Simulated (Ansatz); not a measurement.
# MgH2 (Pbcn): the host for defect calculations, part 3 of 3

Aim: the runs on the perfect crystal MgH2 (Pbcn) that a defect calculation needs first.

Ansatz 0.2.0; plane-wave PAW DFT, PBEsol; single point of the host's primitive cell on a dense mesh (the session's first sound run).

So far: Starting point; Primitive cell on a dense mesh; Self-consistent run; Defect free supercell relaxed from its symmetric sites.

### Step 5. Defect free supercell relaxed from displaced atoms

This step: plane-wave PAW DFT, PBEsol; relaxation of the defect-free supercell from random displacements, a test of the host's stability (Ansatz 0.2.0).

pristine.rattled/input.yaml reads:

```yaml
crystal:
  lattice:
    - [8.9520630226, 0.0, 0.0]
    - [0.0, 10.787337755, 0.0]
    - [0.0, 0.0, 9.7892904868]
  atoms:
    - { symbol: Mg, position: [0.25, 0.4152340633, 0.375] }
    - { symbol: Mg, position: [0.0, 0.3347659367, 0.125] }
    - { symbol: Mg, position: [0.25, 0.0847659367, 0.125] }
    - { symbol: Mg, position: [0.0, 0.1652340633, 0.375] }
    - { symbol: H, position: [0.3649979295, 0.4469635978, 0.210550131] }
    - { symbol: H, position: [0.1149979295, 0.3030364022, 0.289449869] }
    - { symbol: H, position: [0.3850020705, 0.3030364022, 0.460550131] }
    - { symbol: H, position: [0.1350020705, 0.4469635978, 0.039449869] }
    - { symbol: H, position: [0.3649979295, 0.0530364023, 0.460550131] }
    - { symbol: H, position: [0.1149979295, 0.1969635978, 0.039449869] }
    - { symbol: H, position: [0.3850020705, 0.1969635978, 0.210550131] }
    - { symbol: H, position: [0.1350020705, 0.0530364023, 0.289449869] }
    - { symbol: Mg, position: [0.25, 0.4152340633, 0.875] }
    - { symbol: Mg, position: [0.0, 0.3347659367, 0.625] }
    - { symbol: Mg, position: [0.25, 0.0847659367, 0.625] }
    - { symbol: Mg, position: [0.0, 0.1652340633, 0.875] }
    - { symbol: H, position: [0.3649979295, 0.4469635978, 0.710550131] }
    - { symbol: H, position: [0.1149979295, 0.3030364022, 0.789449869] }
    - { symbol: H, position: [0.3850020705, 0.3030364022, 0.960550131] }
    - { symbol: H, position: [0.1350020705, 0.4469635978, 0.539449869] }
    - { symbol: H, position: [0.3649979295, 0.0530364023, 0.960550131] }
    - { symbol: H, position: [0.1149979295, 0.1969635978, 0.539449869] }
    - { symbol: H, position: [0.3850020705, 0.1969635978, 0.710550131] }
    - { symbol: H, position: [0.1350020705, 0.0530364023, 0.789449869] }
    - { symbol: Mg, position: [0.25, 0.9152340633, 0.375] }
    - { symbol: Mg, position: [0.0, 0.8347659367, 0.125] }
    - { symbol: Mg, position: [0.25, 0.5847659367, 0.125] }
    - { symbol: Mg, position: [0.0, 0.6652340633, 0.375] }
    - { symbol: H, position: [0.3649979295, 0.9469635978, 0.210550131] }
    - { symbol: H, position: [0.1149979295, 0.8030364023, 0.289449869] }
[... 60 atom lines left out ...]
    - { symbol: H, position: [0.8850020705, 0.8030364023, 0.960550131] }
    - { symbol: H, position: [0.6350020705, 0.9469635978, 0.539449869] }
    - { symbol: H, position: [0.8649979295, 0.5530364023, 0.960550131] }
    - { symbol: H, position: [0.6149979295, 0.6969635977, 0.539449869] }
    - { symbol: H, position: [0.8850020705, 0.6969635977, 0.710550131] }
    - { symbol: H, position: [0.6350020705, 0.5530364023, 0.789449869] }
basis:
  ecutwfc: 420
  xc_grid: 2
hamiltonian:
  xc: pbesol
kpoints:
  mp_grid: { grid: [1, 1, 1], shift: [0.25, 0.25, 0.25] }
scf:
  occupations: { method: fermi_dirac, width: 0.01 }
  max_iter: 80
output:
  forces: true
relax:
  f_tol: 0.01
  max_steps: 120
  random_displacement: { amplitude: 0.08, seed: 8103 }
checkpoint:
  write: "../pristine.rattled.run"
  compress: false
  write_wavefunctions: false
  write_every: 100000
```

On the command line:

```console
> ansatz run input.yaml --threads 4 --pin off --max-ram 7536MiB --backend cpu --events-out ev --progress --plain --runs-dir out
```

Numbers of over 12 decimals in the logs are rounded to 6 here.

What it wrote:

```text
[...]
Crystal: 96 atoms, lattice volume = 945.341 Å³
Basis set: ecut = 420 eV, 18469 PW (Γ), exchange–correlation on 120×150×144 points (8 copies of the dense FFT grid, shifted against one another)
Bands: 288, of which v1, the nominal top of the filled ones, is band 192 counted from 1 (191 counted from 0)
Symmetry: 1 space group operations
k-points: 1
[...]
SCF iter   1: F=—  HF=-62203.463583 eV  |F-HF|=—  |Δ(HF+E_count)|=         —  Δρ=7.45e-3  dr2=3.76e-1  ethr=1.77e-3  ⟨swp⟩=6.0  Hψ=1183  notcnv=0  defer=53
[...]
SCF iter   6: F=-62203.336944 eV  HF=-62203.336944 eV  |F-HF|=1.45e-8  |Δ(HF+E_count)|=   6.27e-7  Δρ=2.30e-6  dr2=6.20e-8  ethr=2.61e-10  ⟨swp⟩=2.0  Hψ=677  notcnv=0
SCF 1 converged in 6 iterations: F = -62203.336944 eV  dr2 = 6.20e-8
[...]
relax step   1: F+E_penalty+E_count = -62203.33694437 eV  Δ(F+E_penalty+E_count) = +0.000e0 eV  max|allowed force component| = 1.058e0 eV/Å  Δτ_max = 0.0000 Å  (6 SCF iters, dr2 threshold 2.50e-6 eV, accepted)
[... the SCF cycles and remarks between the steps are left out from here to the last step ...]
relax step   2: F+E_penalty+E_count = -62204.22174621 eV  Δ(F+E_penalty+E_count) = -8.848e-1 eV  max|allowed force component| = 5.848e-1 eV/Å  Δτ_max = 0.1933 Å  (5 SCF iters, dr2 threshold 7.00e-5 eV, accepted)
relax step   3: F+E_penalty+E_count = -62204.81793762 eV  Δ(F+E_penalty+E_count) = -5.962e-1 eV  max|allowed force component| = 1.423e-2 eV/Å  Δτ_max = 0.1074 Å  (5 SCF iters, dr2 threshold 2.14e-5 eV, accepted)
relax step   4: F+E_penalty+E_count = -62204.81793799 eV  Δ(F+E_penalty+E_count) = -3.654e-7 eV  max|allowed force component| = 1.420e-2 eV/Å  Δτ_max = 0.0000 Å  (3 SCF iters, accepted)
SCF iter   1: F=—  HF=-62204.819949 eV  |F-HF|=—  |Δ(HF+E_count)|=         —  Δρ=5.98e-4  dr2=2.40e-3  ethr=8.58e-6  ⟨swp⟩=3.0  Hψ=416  notcnv=0  defer=90
[...]
SCF iter   5: F=-62204.819395 eV  HF=-62204.819395 eV  |F-HF|=1.14e-9  |Δ(HF+E_count)|=   6.94e-8  Δρ=6.99e-7  dr2=3.57e-9  ethr=2.60e-11  ⟨swp⟩=3.0  Hψ=676  notcnv=0
SCF 5 converged in 5 iterations: F = -62204.819395 eV  dr2 = 3.57e-9
relax step   5: F+E_penalty+E_count = -62204.81939471 eV  Δ(F+E_penalty+E_count) = -1.457e-3 eV  max|allowed force component| = 1.628e-3 eV/Å  Δτ_max = 0.0106 Å  (5 SCF iters, accepted)
SCF converged after 5 iterations
Free energy (F): -62204.819395 eV
[...]
Internal energy: -62204.819395 eV  (E = F + TS)
E sigma→0 (E₀):  -62204.819395 eV
Fermi energy:    4.103475 eV
[...]
--- Forces (eV/Å), atoms counted from 1 ---
  atom   1  Mg     0.00016128     0.00057318     0.00064003
  atom   2  Mg     0.00036501    -0.00002073     0.00017693
  atom   3  Mg     0.00033117    -0.00108422     0.00006810
  atom   4  Mg     0.00014410    -0.00030579     0.00013736
  atom   5  H     -0.00022453     0.00040545    -0.00036788
  atom   6  H     -0.00010006     0.00059710     0.00058826
  atom   7  H      0.00006209    -0.00045386    -0.00063203
  atom   8  H     -0.00052620    -0.00036745     0.00079564
  atom   9  H      0.00002004     0.00039696    -0.00060533
  atom  10  H      0.00047380     0.00013108     0.00034039
  atom  11  H      0.00038113    -0.00065138    -0.00115674
  atom  12  H      0.00008296    -0.00059715    -0.00010391
  atom  13  Mg    -0.00023433     0.00055510     0.00041783
  atom  14  Mg     0.00046732    -0.00049496    -0.00027999
  atom  15  Mg     0.00028525    -0.00073697     0.00053522
  atom  16  Mg    -0.00036894    -0.00005239    -0.00013837
  atom  17  H     -0.00064366     0.00030937     0.00053616
  atom  18  H     -0.00054944     0.00025386     0.00028493
  atom  19  H      0.00046890     0.00096951    -0.00105895
  atom  20  H     -0.00046325    -0.00000204     0.00115298
  atom  21  H      0.00025924    -0.00025975    -0.00000282
  atom  22  H     -0.00007001    -0.00002616     0.00039750
  atom  23  H     -0.00037003    -0.00025580    -0.00053204
  atom  24  H     -0.00033217     0.00018063     0.00070941
  atom  25  Mg    -0.00006950     0.00035909     0.00056708
  atom  26  Mg     0.00011818     0.00021253     0.00052484
  atom  27  Mg    -0.00055477    -0.00039317    -0.00003537
  atom  28  Mg     0.00038135     0.00008212     0.00007795
  atom  29  H      0.00109396     0.00095347    -0.00057762
  atom  30  H     -0.00035112    -0.00055498     0.00050985
  atom  31  H      0.00058483    -0.00065912    -0.00078779
  atom  32  H      0.00039461     0.00038871    -0.00008388
  atom  33  H      0.00117092     0.00052365    -0.00051794
  atom  34  H     -0.00069428     0.00037772     0.00028539
  atom  35  H      0.00093843     0.00062940    -0.00028908
  atom  36  H     -0.00070932     0.00017554    -0.00020683
  atom  37  Mg     0.00010105    -0.00010380     0.00000841
  atom  38  Mg     0.00015381     0.00054111     0.00030722
  atom  39  Mg    -0.00037549    -0.00021487     0.00045964
  atom  40  Mg    -0.00026265    -0.00029141     0.00002219
[...]
atom  85  Mg    -0.00032228     0.00104797    -0.00028463
  atom  86  Mg     0.00056371     0.00033081     0.00009351
  atom  87  Mg    -0.00010276    -0.00104885    -0.00046823
  atom  88  Mg    -0.00003132    -0.00063439     0.00058607
  atom  89  H      0.00041906     0.00028002    -0.00055204
  atom  90  H      0.00018776    -0.00059420     0.00086180
  atom  91  H      0.00107093    -0.00017141    -0.00040845
  atom  92  H      0.00011598     0.00002514     0.00034392
  atom  93  H      0.00020783     0.00017448    -0.00056905
  atom  94  H     -0.00034299    -0.00005435     0.00018985
  atom  95  H      0.00046762     0.00054908    -0.00007676
  atom  96  H     -0.00010506    -0.00072298    -0.00001097
  max |Σ_I F_I| component: 2.02e-5 eV/Å
--- Relaxed structure (5 steps of the walk, 5 accepted, 0 SCFs on fresh bases) ---
  F+E_penalty+E_count = -62204.81939471 eV   max|allowed force component| = 1.628e-3 eV/Å
  atoms:
    - { symbol: Mg, position: [0.249565, 0.414886, 0.374934] }
    - { symbol: Mg, position: [-0.000494, 0.334712, 0.124912] }
    - { symbol: Mg, position: [0.249535, 0.084720, 0.124917] }
    - { symbol: Mg, position: [-0.000488, 0.164982, 0.374930] }
    - { symbol: H, position: [0.364510, 0.446699, 0.210514] }
    - { symbol: H, position: [0.114327, 0.302882, 0.289428] }
    - { symbol: H, position: [0.384580, 0.302645, 0.460570] }
    - { symbol: H, position: [0.134616, 0.446836, 0.039370] }
    - { symbol: H, position: [0.364574, 0.052749, 0.460482] }
    - { symbol: H, position: [0.114504, 0.196960, 0.039329] }
    - { symbol: H, position: [0.384740, 0.196743, 0.210467] }
    - { symbol: H, position: [0.134640, 0.052935, 0.289383] }
    - { symbol: Mg, position: [0.249619, 0.414920, 0.874950] }
    - { symbol: Mg, position: [-0.000461, 0.334717, 0.624946] }
    - { symbol: Mg, position: [0.249567, 0.084719, 0.624877] }
    - { symbol: Mg, position: [-0.000438, 0.164949, 0.874921] }
    - { symbol: H, position: [0.364532, 0.446718, 0.710485] }
    - { symbol: H, position: [0.114386, 0.302893, 0.789462] }
    - { symbol: H, position: [0.384517, 0.302574, 0.960598] }
    - { symbol: H, position: [0.134604, 0.446824, 0.539356] }
    - { symbol: H, position: [0.364499, 0.052801, 0.960477] }
    - { symbol: H, position: [0.114583, 0.197005, 0.539287] }
    - { symbol: H, position: [0.384833, 0.196714, 0.710391] }
    - { symbol: H, position: [0.134658, 0.052910, 0.789325] }
    - { symbol: Mg, position: [0.249488, 0.914985, 0.374957] }
    - { symbol: Mg, position: [-0.000435, 0.834622, 0.124925] }
    - { symbol: Mg, position: [0.249626, 0.584622, 0.124906] }
    - { symbol: Mg, position: [-0.000431, 0.664900, 0.374950] }
    - { symbol: H, position: [0.364339, 0.946704, 0.210484] }
    - { symbol: H, position: [0.114304, 0.802918, 0.289502] }
    - { symbol: H, position: [0.384440, 0.802672, 0.460577] }
    - { symbol: H, position: [0.134516, 0.946868, 0.039423] }
    - { symbol: H, position: [0.364531, 0.552736, 0.460441] }
    - { symbol: H, position: [0.114627, 0.696924, 0.039323] }
    - { symbol: H, position: [0.384759, 0.696697, 0.210395] }
    - { symbol: H, position: [0.134737, 0.552870, 0.289387] }
    - { symbol: Mg, position: [0.249490, 0.915008, 0.874983] }
    - { symbol: Mg, position: [-0.000429, 0.834652, 0.624926] }
    - { symbol: Mg, position: [0.249616, 0.584619, 0.624864] }
    - { symbol: Mg, position: [-0.000394, 0.664910, 0.874936] }
    - { symbol: H, position: [0.364412, 0.946784, 0.710537] }
    - { symbol: H, position: [0.114285, 0.802957, 0.789523] }
    - { symbol: H, position: [0.384445, 0.802682, 0.960584] }
    - { symbol: H, position: [0.134556, 0.946887, 0.539405] }
    - { symbol: H, position: [0.364619, 0.552731, 0.960499] }
    - { symbol: H, position: [0.114568, 0.696909, 0.539352] }
    - { symbol: H, position: [0.384694, 0.696731, 0.710404] }
    - { symbol: H, position: [0.134751, 0.552877, 0.789356] }
    - { symbol: Mg, position: [0.749542, 0.414992, 0.374986] }
    - { symbol: Mg, position: [0.499603, 0.334627, 0.124938] }
    - { symbol: Mg, position: [0.749625, 0.084618, 0.124863] }
    - { symbol: Mg, position: [0.499624, 0.164918, 0.374940] }
    - { symbol: H, position: [0.864523, 0.446819, 0.210584] }
    - { symbol: H, position: [0.614383, 0.302900, 0.289497] }
    - { symbol: H, position: [0.884489, 0.302667, 0.460579] }
    - { symbol: H, position: [0.634641, 0.446834, 0.039485] }
    - { symbol: H, position: [0.864558, 0.052732, 0.460448] }
    - { symbol: H, position: [0.614579, 0.196904, 0.039340] }
    - { symbol: H, position: [0.884700, 0.196743, 0.210393] }
    - { symbol: H, position: [0.634666, 0.052844, 0.289305] }
    - { symbol: Mg, position: [0.749541, 0.414987, 0.875002] }
    - { symbol: Mg, position: [0.499626, 0.334653, 0.624927] }
    - { symbol: Mg, position: [0.749616, 0.084631, 0.624893] }
    - { symbol: Mg, position: [0.499612, 0.164895, 0.874920] }
[...]
- { symbol: Mg, position: [0.749541, 0.914923, 0.374961] }
    - { symbol: Mg, position: [0.499526, 0.834698, 0.124935] }
    - { symbol: Mg, position: [0.749571, 0.584720, 0.124930] }
    - { symbol: Mg, position: [0.499516, 0.664975, 0.374955] }
[...]
- { symbol: H, position: [0.864561, 0.552752, 0.460552] }
    - { symbol: H, position: [0.614595, 0.696998, 0.039302] }
    - { symbol: H, position: [0.884774, 0.696692, 0.210440] }
    - { symbol: H, position: [0.634723, 0.552953, 0.289420] }
    - { symbol: Mg, position: [0.749558, 0.914886, 0.874954] }
    - { symbol: Mg, position: [0.499471, 0.834715, 0.624926] }
    - { symbol: Mg, position: [0.749565, 0.584718, 0.624941] }
    - { symbol: Mg, position: [0.499514, 0.665000, 0.874925] }
    - { symbol: H, position: [0.864433, 0.946683, 0.710496] }
    - { symbol: H, position: [0.614264, 0.802942, 0.789447] }
    - { symbol: H, position: [0.884471, 0.802578, 0.960590] }
    - { symbol: H, position: [0.634543, 0.946856, 0.539377] }
    - { symbol: H, position: [0.864589, 0.552750, 0.960531] }
    - { symbol: H, position: [0.614541, 0.696986, 0.539342] }
    - { symbol: H, position: [0.884778, 0.696711, 0.710428] }
    - { symbol: H, position: [0.634694, 0.552949, 0.789425] }
```

Run time: 47 s. Hardware: 4 threads of Arm Neoverse V1, shared host; peak memory 1.6 GiB.

Step by step:

| step | energy less that of the first step (eV) | largest force component (eV/Å) |
| --- | --- | --- |
| 1 | 0.0000 | 1.0582 |
| 2 | -0.8848 | 0.5848 |
| 3 | -1.4810 | 0.0142 |
| 4 | -1.4810 | 0.0142 |
| 5 | -1.4825 | 0.0016 |

The relaxation ends 15 meV an atom lower than the displaced start, with a largest force component of 0.0016 eV/Å.

### Step 6. Outcome

| Quantity | Value |
| --- | --- |
| supercell relaxed in its symmetry less the displaced and relaxed one | 0.000 eV |
| energy an atom at one point at (¼, ¼, ¼) less that on the dense mesh | 0.000 eV |

**Reading.** Step 5: The energy fell by 1.482 eV from the randomly displaced start; the atoms end within 0.005 Å of the sites as typed, once the mean shift is taken out. The displaced cell ends within 0.01 eV of the symmetric one relaxed in its symmetry, so no lower structure shows in this supercell. All at zero temperature.

[Logs are printed without paths, hosts, clocks, repeated set-up lines and the standing remarks that a program may print on its own settings, such as how far it seeks lower states.]

[Hosts, paths, dates, database ids (printed as entryN), source tags and the programs' standing remarks are cut or masked in the printed files.]

[Runs of the host that timed out are not shown.]

[For some hosts the program warned that the k-mesh of the response run may be too coarse for force constants and the static dielectric constant; such warnings are not always shown.]
